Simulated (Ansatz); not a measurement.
# HgTe (model cell, started as CsCl type): a soft mode frozen in, part 3 of 3

Wanted: the energy along a soft mode of HgTe (model cell, started as CsCl type) and the structure at the end.

Ansatz 0.2.0; DFT PBEsol, scalar-relativistic, plane waves, PAW.

So far. Step 4 (The mode frozen in, largest atomic shift 0.6 Å): The run ends at a pressure of 3.23 GPa, with forces up to 0.10 eV/Å. Step 5 (Energy along the mode, all amplitudes (two of the runs …): The lowest of the steps tried is the last one, at 0.6 Å, 123 meV/atom below the parent; the bottom of the well need not coincide with a step.

The structure was built from a prototype and need not be the compound's stable phase.

## (7) The new phase in its own primitive cell

The relaxed structure is symmetrised, reduced to its primitive cell and relaxed tightly, as its phonons need.

Input file input.yaml:

```yaml
crystal:
  lattice:
    - [5.87069191, 0.0, 0.0]
    - [0.0, 5.87069191, 0.0]
    - [0.0, 0.0, 3.1696226813]
  atoms:
    - { symbol: Hg, position: [0.5, 0.5, 0.0] }
    - { symbol: Hg, position: [0.0, 0.0, 0.0] }
    - { symbol: Te, position: [0.0, 0.5, 0.1751297311] }
    - { symbol: Te, position: [0.5, 0.0, 0.8248702689] }
kpoints:
  mp_grid: { grid: [6, 6, 12] }
hamiltonian:
  xc: pbesol
scf:
  occupations: { method: methfessel_paxton, width: 0.15 }
output:
  forces: true
  stress: true
  eigenvalues: true
relax:
  adjacent_minimum: "off"
  f_tol: 0.001
  max_steps: 60
  cell: { stress_tol: 0.01 }
```

Launch:

```bash
> ansatz run input.yaml --threads 4 --pin off --max-ram 7168MiB --backend cpu --events-out ev --progress --plain --runs-dir out
```

Numbers of over 12 decimals in the logs are rounded to 6 here.

What it wrote:

```text
[...]
Crystal: 4 atoms, lattice volume = 109.241 Å³
Basis set: ecut = 420 eV, 2175 PW (Γ), exchange–correlation on 80×80×48 points (8 copies of the dense FFT grid, shifted against one another)
Bands: 44, of which v1, the nominal top of the filled ones, is band 36 counted from 1 (35 counted from 0)
Symmetry: 16 space group operations
[...]
k-points: 70 of 432
[...]
--- Relaxed structure (6 steps of the walk, 5 accepted, 1 SCFs on fresh bases) ---
[...]
cell:  # Å, volume = 108.7131 Å³
    - [5.906518, 0, 0.0]
    - [0, 5.906518, 0.0]
    - [0.0, 0.0, 3.116153]
  atoms:
    - { symbol: Hg, position: [0.5, 0.5, 0] }
    - { symbol: Hg, position: [0, 0, 0] }
    - { symbol: Te, position: [0, 0.5, 0.168306] }
    - { symbol: Te, position: [0.5, 0, 0.831694] }
[key lines of the parts left out:]
SCF converged after 6 iterations
Free energy (F): -41139.163490 eV
Fermi energy:    12.193844 eV
P = ⅓ Tr σ = -0.0023 GPa (-0.023 kbar)
```

Run time: 28 s. Hardware: 4 threads of Arm Neoverse V2, shared host; peak memory 0.6 GiB.

The steps of the relaxation:

| step | energy less that of the first step (eV) | largest force component (eV/Å) | pressure (GPa) | volume (Å³) |
| --- | --- | --- | --- | --- |
| 1 | 0.0000 | 0.0036 | -0.13 | 109.24 |
| 2 | -0.0057 | 0.0073 | -0.01 | 108.70 |
| 3 | -0.0066 | 0.0052 | 0.00 | 108.79 |
| 4 | -0.0071 | 0.0003 | -0.01 | 108.73 |
| 5 | -0.0071 | 0.0006 | 0.01 | 108.69 |
| 6 | -0.0071 | 0.0001 | 0.00 | 108.71 |
| 7* | -0.0070 | 0.0001 | 0.00 | 108.71 |

Relaxation steps marked * repeat the geometry before them on a plane-wave basis chosen anew for their cell, so energy and pressure can jump there. Relaxation step 5 was tried and not accepted.

Forces are held to the 16 operations that the run works with; a distortion that breaks them can't arise in this run.

| conventional cell, symmetrised | before | after | change |
| --- | --- | --- | --- |
| a (Å) | 5.871 | 5.907 | +0.6 % |
| b (Å) | 5.871 | 5.907 | +0.6 % |
| c (Å) | 3.170 | 3.116 | -1.7 % |
| volume (Å³/atom) | 27.31 | 27.18 | -0.5 % |

The atoms that moved most (Å, as changes of fractional coordinates times the final cell):

| atom | dx | dy | dz | length |
| --- | --- | --- | --- | --- |
| Te4 | 0.000 | 0.000 | 0.021 | 0.021 |
| Te3 | 0.000 | 0.000 | -0.021 | 0.021 |

The relaxed structure:

```xyz
4
Lattice="5.9065 0.0000 0.0000 0.0000 5.9065 0.0000 0.0000 0.0000 3.1162" Properties=species:S:1:pos:R:3 pbc="T T T"
Hg    2.9533    2.9533    0.0000
Hg    0.0000    0.0000    0.0000
Te    0.0000    2.9533    0.5245
Te    2.9533    0.0000    2.5917
```

Numbers from this step:

```yaml
pressure: -0.002272 GPa
volume_per_atom: 27.18 Å³
```

The largest force component left is 0.10 meV/Å and the pressure is -0.002 GPa, within the tolerances set. The cell now holds 27.18 Å³/atom.

## (8) Modes of the new phase, k-mesh 6×6×12

A relaxed structure may still be a saddle point, so its zone-centre modes are computed. No field response is asked, since the mesh shows no gap.

input.yaml, the sections that differ from step 7:

```yaml
crystal:
  lattice:
    - [5.9065178379, 0.0, 0.0]
    - [0.0, 5.9065178379, 0.0]
    - [0.0, 0.0, 3.1161526109]
  atoms:
    - { symbol: Hg, position: [0.5, 0.5, 0.0] }
    - { symbol: Hg, position: [0.0, 0.0, 0.0] }
    - { symbol: Te, position: [0.0, 0.5, 0.1683059335] }
    - { symbol: Te, position: [0.5, 0.0, 0.8316940665] }
output:
  eigenvalues: true
phonons:
  method: dfpt
# kpoints, hamiltonian, scf: as in step 7
# relax: removed
```

What it wrote:

```text
zone centre: on kpoints.mp_grid the ground state, and the responses unless they are solved on pairs of k-points, stand on 112 of the mesh's 432 k-points, reduced under 4 symmetry operations, with k and −k counted as one. Each operation leaves every solved displacement unchanged or reverses it
[...]
Crystal: 4 atoms, lattice volume = 108.713 Å³
Basis set: ecut = 420 eV, 2119 PW (Γ), exchange–correlation on 80×80×48 points (8 copies of the dense FFT grid, shifted against one another)
Bands: 44, of which v1, the nominal top of the filled ones, is band 36 counted from 1 (35 counted from 0)
Symmetry: 16 space group operations
k-points: 112 of 432 (irreducible under 4 space group operations, time reversal used)
[...]
SCF iter   1: F=—  HF=-41139.167789 eV  |F-HF|=—  |Δ(HF+E_count)|=         —  Δρ=3.06e-3  dr2=1.15e-2  ethr=1.77e-3  ⟨swp⟩=8.3  Hψ=20220  notcnv=0  defer=17
[...]
SCF iter  10: F=-41139.163490 eV  HF=-41139.163490 eV  |F-HF|=1.46e-11  |Δ(HF+E_count)|=    0.00e0  S|Δr|=    0.00e0  Δρ=5.25e-8  dr2=2.80e-12  ethr=1.00e-12  ⟨swp⟩=11.0  Hψ=26095  notcnv=0
SCF 1 converged in 10 iterations: F = -41139.163490 eV  dr2 = 2.80e-12
[...]
DFPT response loops at Γ: preconditioner auto → Kerker (q_TF=auto, 2.547 Å⁻¹) (partly filled bands, converged f_vac=0.004); β = 1.00, the filter's whole step (`scf.mixing.beta` (0.50) is not read by the response loops under this deck's `scf.mixing.preconditioner`; to damp them name `kerker` or `kerker_dos`, under which they read `scf.mixing.beta`, and type it under 1.00, their step now; both keys bind the ground state too); Broyden in place of MSR1
SCF converged after 10 iterations
[...]
Free energy (F): -41139.163490 eV
[...]
Internal energy: -41139.165615 eV  (E = F + TS)
E sigma→0 (E₀):  -41139.164021 eV
Entropy (-TS):   0.002125 eV (0.531 meV/atom)
Fermi energy:    12.193844 eV
[...]
--- Band table (eV; the first three rows and the last of 112) ---
  k-point 0: bands = [... 32 lower, 7.4088, 8.6593, 9.3464, 9.3464, 14.9663, 15.0703, 16.6390, 19.3103, ... 4 higher]
  k-point 1: bands = [... 32 lower, 7.4860, 8.7282, 9.4524, 9.4524, 13.7813, 14.3574, 16.7111, 19.3889, ... 4 higher]
  k-point 2: bands = [... 32 lower, 7.7392, 8.9355, 9.7461, 9.7461, 11.9200, 12.6638, 16.9294, 19.3256, ... 4 higher]
  k-point 111: bands = [... 32 lower, 8.6552, 8.6552, 10.4430, 10.4430, 14.4111, 14.4111, 15.4044, 15.4044, ... 4 higher]
--- Phonons (Γ-DFPT): 4 representative perturbations + reference, on 112 of 432 k-points (Σ response iterations 12) ---
  k mesh reduced under 4 symmetry operations, with k and −k counted as one. Each operation leaves every solved displacement unchanged or reverses it
  ASR residual: 7.665e-5 → 0.000e0 eV/Å²; symmetrization residual: 8.987e-5 eV/Å²
  ASR residual per site (eV/Å²): 7.66e-5 7.66e-5 4.48e-5 4.48e-5
  Γ frequencies (cm⁻¹): 0.00 0.00 0.00 22.62 32.92 32.92 35.38 43.17 104.30 104.30 124.69 124.69
  non-analytic LO–TO correction: not included (Born effective charges unavailable; polar crystals: no LO–TO splitting at Γ)
```

Run time: 61 s. Hardware: 4 threads; peak memory 1.7 GiB.

Numbers from this step:

| Item | Value |
| --- | --- |
| sum-rule residual before enforcement | 7.66e-5 eV/Å² |
| point group | 4/mmm |
| highest optical mode at the zone centre (no LO-TO term) | 124.7 cm⁻¹ |
| lowest optical zone-centre mode | 22.62 cm⁻¹ |

Patterns of degenerate modes are one choice out of their space. Modes at Γ, with each element's share of the kinetic energy:

| mode | frequency (cm⁻¹) | symmetry | Hg % | Te % |
| --- | --- | --- | --- | --- |
| 1 | 0.0 | acoustic | 61 | 39 |
| 2 | 0.0 | acoustic | 61 | 39 |
| 3 | 0.0 | acoustic | 61 | 39 |
| 4 | 22.6 | B1g | 100 | 0 |
| 5 | 32.9 | Eg | 76 | 24 |
| 6 | 32.9 | Eg | 76 | 24 |
| 7 | 35.4 | A2u | 39 | 61 |
| 8 | 43.2 | A1g | 0 | 100 |
| 9 | 104.3 | Eu | 39 | 61 |
| 10 | 104.3 | Eu | 39 | 61 |
| 11 | 124.7 | Eg | 24 | 76 |
| 12 | 124.7 | Eg | 24 | 76 |

Displacements in mode 4 (22.6 cm⁻¹), the largest set to 1:
```
Hg1  0.00  0.00 -1.00
Hg2  0.00  0.00  1.00
Te3  0.00  0.00  0.00
Te4  0.00  0.00  0.00
```

Displacements in mode 9 (104.3 cm⁻¹), the largest set to 1:
```
Hg1  0.03 -0.64  0.00
Hg2  0.03 -0.64  0.00
Te3 -0.05  1.00  0.00
Te4 -0.05  1.00  0.00
```

Before it was imposed, the acoustic sum rule was missed by 7.7e-5 eV/Å². Small misses are needed for a sound result but don't prove that mesh and cutoff are converged. The lowest optical mode is real, 22.6 cm⁻¹.

## (9) Results

```
unstable mode of the parent                                                      : q = (0, -0.5, -0.5), 78i cm⁻¹
depth at the lowest point sampled                                                : 123 meV/atom
largest atomic shift at that point                                               : 0.6 Å
space group reached                                                              : P4/nmm
energy gained over the parent (first relaxation, on the mesh of the frozen mode) : 232 meV/atom
volume per atom, phase reached                                                   : 27.2 Å³
lowest optical zone-centre mode, phase reached                                   : 22.6 cm⁻¹
highest optical mode at the zone centre (no LO-TO term), phase reached           : 125 cm⁻¹
```

In words: Along this mode the structure falls into P4/nmm, 232 meV/atom below the parent. At the parent's cell the well is 122.8 meV/atom deep on the steps tried, with its lowest point at a shift of 0.6 Å. That is the last step tried, so the steps alone don't bracket the bottom of the well. Relaxing atoms and cell changes the gain by +109.16 meV/atom against the lowest step (energies at zero smearing). The new phase has no imaginary mode at the zone centre of its cell; other wavevectors were not checked. Each path keeps the symmetry of its pattern, so a lower phase may lie along a pattern not tried. With no gap, or one that is small against the smearing, the frequencies hang on the k mesh and the smearing, most of all near Kohn anomalies. Spin-orbit coupling is left out, which can matter for the heavy elements here. A phonon run warned that its eigensolver left some bands unconverged in a pass. The starting cell was built on a prototype and not taken from a measurement, so the phase need not exist.

[Logs are printed without paths, hosts, clocks, repeated set-up lines and the standing remarks that a program may print on its own settings, such as how far it seeks lower states.]

[Hosts, paths, dates, database ids (printed as entryN), source tags and the programs' standing remarks are cut or masked in the printed files.]
